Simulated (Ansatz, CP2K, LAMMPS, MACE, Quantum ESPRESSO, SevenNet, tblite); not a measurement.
# Glassy 64SiO2-28Al2O3-4SrO-4Li2O (mol %) (88 atoms) under volume change, by several methods

How stiff is glassy 64SiO2-28Al2O3-4SrO-4Li2O (mol %) (88 atoms) under an even change of volume, and do other programs and learned potentials give the same pressure and slope as plane waves?

Results are calculated, not measured.

### Step 1. Set-up

The cell holds 88 atoms (16 Si, 14 Al, 1 Sr, 2 Li and 55 O), with edges of 10.20, 10.20 and 10.20 Å. Recipe: 88 atoms (16 Si, 14 Al, 1 Sr, 2 Li, 55 O) placed at random at 2.58 g/cm³, melted at 4000 K for 10 ps at fixed volume with the Morse and Coulomb pair potential with partial charges (Pedone, Malavasi, Menziani, Cormack and Segre, J. Phys. Chem. B 110, 11780 (2006)). Quenched from 4000 K to 300 K at 200 K/ps and fixed volume, held 10 ps at zero pressure. Then the atoms were relaxed with SevenNet 0 in the fixed cell.

Bonds by pair of elements; cutoffs follow the first minimum of g(r), held within bounds set by covalent radii, and pairs that aren't listed don't count as bonded:

| pair A-B | cutoff (Å) | bonds | mean length (Å) | spread (Å) | shortest (Å) | B about A | A about B |
| --- | --- | --- | --- | --- | --- | --- | --- |
| O-Si | 2.08 | 64 | 1.63 | 0.029 | 1.58 | 1.16 | 4 |
| O-Al | 2.43 | 60 | 1.81 | 0.103 | 1.68 | 1.09 | 4.29 |
| O-Li | 2.58 | 9 | 2.09 | 0.122 | 1.92 | 0.164 | 4.5 |
| O-Sr | 3.05 | 7 | 2.70 | 0.198 | 2.43 | 0.127 | 7 |

### Step 2. The reference input

Quantum ESPRESSO 7.5: Kohn-Sham DFT, PBE, SSSP efficiency 1.3.0 pseudopotentials, plane waves. Its input, pw.in, for the unchanged cell:

```
&control
  calculation = 'scf'
  pseudo_dir = './pseudo'
  outdir = './tmp'
  disk_io = 'none'
  tprnfor = .true.
  tstress = .true.
/
&system
  ibrav = 0
  nat = 88
  ntyp = 5
  ecutwfc = 60
  ecutrho = 480
  nosym = .true.
  occupations = 'smearing'
  smearing = 'fd'
  degauss = 0.003675
/
&electrons
  conv_thr = 4.4e-07
  electron_maxstep = 100
  mixing_beta = 0.4
  mixing_mode = 'plain'
  diagonalization = 'david'
/
ATOMIC_SPECIES
Si 28.085 Si.upf
Al 26.982 Al.upf
Sr 87.620 Sr.upf
Li 6.940 Li.upf
O 15.999 O.upf
CELL_PARAMETERS angstrom
10.19541 0.00000 0.00000
0.00000 10.19541 0.00000
0.00000 0.00000 10.19541
ATOMIC_POSITIONS crystal
Si 0.49379 0.24567 0.72990
Si 0.88299 0.15200 0.89655
Si 0.44180 0.38263 0.19221
Si 0.04643 0.12075 0.36485
[... 82 atom lines left out ...]
O 0.64168 0.24966 0.66013
O 0.09111 0.35714 0.05701
K_POINTS gamma
```

```console
$ OMP_NUM_THREADS=1 mpirun -np 4 pw.x -in pw.in > output.txt
```

It took 3.2 min on 4 MPI ranks of Arm Neoverse V1, shared host; peak memory 3.2 GiB; 13 min of CPU time.

It converged with an r.m.s. force component of 0.047 eV/Å and a pressure of 3.4 GPa.

### Step 3. Programs and settings

Every level solves the same cells as single points. CPU time is summed over a level's finished runs, on a host shared with the other runs, so it is rough; the force column is the median over cells of the r.m.s. difference of force components from the reference.

| level | basis or training data | k-points | runs finished | CPU time | peak memory (GiB) | force difference (meV/Å) |
| --- | --- | --- | --- | --- | --- | --- |
| QE, PBE | plane waves, SSSP efficiency, 60/480 Ry | Γ | 5 of 5 | 59 min | 3.5 | reference |
| CP2K double zeta, PBE | DZVP-MOLOPT-SR, GTH, 800 Ry | Γ | 5 of 5 | 30 min | 6.3 | 72 |
| CP2K double zeta, LDA | DZVP-MOLOPT-SR, GTH, 800 Ry | Γ | 5 of 5 | 26 min | 6.2 | 171 |
| tblite GFN1-xTB | tight binding with its own dispersion term | Γ | 5 of 5 | 37 s | 0.13 | 529 |
| MACE MP-0b2 small | trained on PBE(+U) plane-wave data | - | 5 of 5 | 35 s | 0.67 | 61 |
| SevenNet 0 | trained on PBE(+U) plane-wave data | - | 5 of 5 | 43 s | 1.0 | 46 |

The reference's own r.m.s. force component runs from 46 to 58 meV/Å over these cells. SevenNet 0 relaxed the atoms, so in the cells that it relaxed its forces are near zero and its entry mostly repeats the reference's forces.

### Step 4. Pressure against volume

The cell is scaled evenly, and at each volume SevenNet 0 relaxes the atoms again before the single points. The unchanged volume is 12.043 Å³ an atom. Pressures in GPa:

| level | -6 % | -3 % | 0 | +3 % | +6 % |
| --- | --- | --- | --- | --- | --- |
| QE, PBE | 8.12 | 6.26 | 3.45 | 1.03 | -1.01 |
| CP2K double zeta, PBE | 7.55 | 5.82 | 3.11 | 0.81 | -1.14 |
| CP2K double zeta, LDA | -1.36 | -2.67 | -4.95 | -6.87 | -8.47 |
| tblite GFN1-xTB | -0.70 | -1.43 | -3.03 | -4.40 | -5.55 |
| MACE MP-0b2 small | 7.27 | 5.65 | 3.03 | 0.81 | -1.08 |
| SevenNet 0 | 7.53 | 5.80 | 3.06 | 0.71 | -1.31 |

Energy less that of the unchanged cell at the same level, in meV an atom:

| level | -6 % | -3 % | +3 % | +6 % |
| --- | --- | --- | --- | --- |
| QE, PBE | 24.04 | 10.85 | -5.30 | -5.60 |
| CP2K double zeta, PBE | 19.72 | 8.99 | -3.60 | -2.16 |
| CP2K double zeta, LDA | -2.73 | -2.90 | 7.27 | 18.65 |
| tblite GFN1-xTB | -28.62 | -13.32 | 15.36 | 33.59 |
| MACE MP-0b2 small | 21.22 | 9.58 | -4.24 | -3.75 |
| SevenNet 0 | 23.45 | 9.91 | -4.36 | -3.64 |

### Step 5. Moduli

From the three volumes nearest the unchanged one: B from the slope of pressure against ln V and from the curvature of the energy, the pressure that the slope of the energy implies, and the volume change at which the printed pressure crosses zero (a dash if it doesn't within the range).

| level | B from pressures (GPa) | B from energies (GPa) | printed pressure (GPa) | pressure from energies (GPa) | zero pressure at (%) |
| --- | --- | --- | --- | --- | --- |
| QE, PBE | 87.2 | 82.0 | 3.45 | 3.58 | +4.5 |
| CP2K double zeta, PBE | 83.5 | 79.6 | 3.11 | 2.79 | +4.2 |
| CP2K double zeta, LDA | 70.0 | 64.7 | -4.95 | -2.25 | - |
| tblite GFN1-xTB | 49.6 | 30.2 | -3.03 | -6.36 | - |
| MACE MP-0b2 small | 80.7 | 78.9 | 3.03 | 3.06 | +4.3 |
| SevenNet 0 | 84.9 | 82.1 | 3.06 | 3.16 | +4.0 |

As a check by hand on the reference: from -3 to +3 % the pressure falls by 5.23 GPa while ln V grows by 0.0600, a ratio of 87.2 GPa.

Gap between the highest filled and the lowest empty level on the runs' k-points, in eV:

| level | -6 % | -3 % | 0 | +3 % | +6 % |
| --- | --- | --- | --- | --- | --- |
| QE, PBE | 4.13 | 3.97 | 3.84 | 3.70 | 3.56 |
| CP2K double zeta, PBE | 4.07 | 3.91 | 3.78 | 3.63 | 3.49 |
| CP2K double zeta, LDA | 3.93 | 3.76 | 3.63 | 3.48 | 3.34 |

### Step 6. What came out

The plane-wave reference (PBE) gives a bulk modulus of 87.2 GPa from its pressures, at a volume where its pressure is 3.45 GPa; that pressure crosses zero at +4.5 %. Other programs at PBE: CP2K double zeta, PBE 83.5 GPa (-4 %); its pressure lies -0.33 GPa from the reference's. Other functionals: CP2K double zeta, LDA 70.0 GPa (-20 %); its pressure lies -8.40 GPa from the reference's.

Learned potentials: MACE MP-0b2 small 80.7 GPa (-7 %) and SevenNet 0 84.9 GPa (-3 %); their pressures lie -0.42 to -0.39 GPa from the reference's. Tight binding: tblite GFN1-xTB 49.6 GPa (-43 %); its pressure lies -6.48 GPa from the reference's. The moduli are read at one volume but at unlike pressures, and a cell under tension is as a rule softer than one under compression. Moduli from the energies run from 30 to 82 GPa and part from those from pressures by as much as -39 % (tblite GFN1-xTB); they rest on differences of a few meV an atom and hold the work of each level's leftover forces. Printed pressure and the slope of the energy part by over 2.6 GPa for CP2K double zeta, LDA and tblite GFN1-xTB; the atoms move along a path that isn't these levels' own, so their forces do work along it, and an error in the stress can't be told from that. The reference's gap falls as the cell grows, from 4.13 eV at -6 % to 3.56 eV at +6 %.

Caveats: The atoms follow SevenNet 0, not each level's own minimum, so these moduli only approach relaxed ones and hang on that choice. Three points at finite strain give rough moduli, at the given volume rather than at zero pressure. Pressures at a fixed plane-wave cutoff or in a small atom-centred basis hold some basis error. The quench rate of 200 K/ps is many orders above laboratory rates, so the cell is likely richer in defects and strain than a real sample. The reference samples only Γ, in a cell whose shortest periodic width is 10 Å. The reference isn't exact: its cutoffs and mesh weren't converged further here. Where levels are smeared, the DFT runs use Fermi–Dirac occupations at 580 K (0.05 eV), and energies are free energies.

[Long decimals in the printed logs are rounded to 6 places.]

[Logs are printed without paths, hosts, clocks, repeated set-up lines and the standing remarks that a program may print on its own settings, such as how far it seeks lower states.]

[Hosts, paths, dates, database ids (printed as entryN), source tags and the programs' standing remarks are cut or masked in the printed files.]
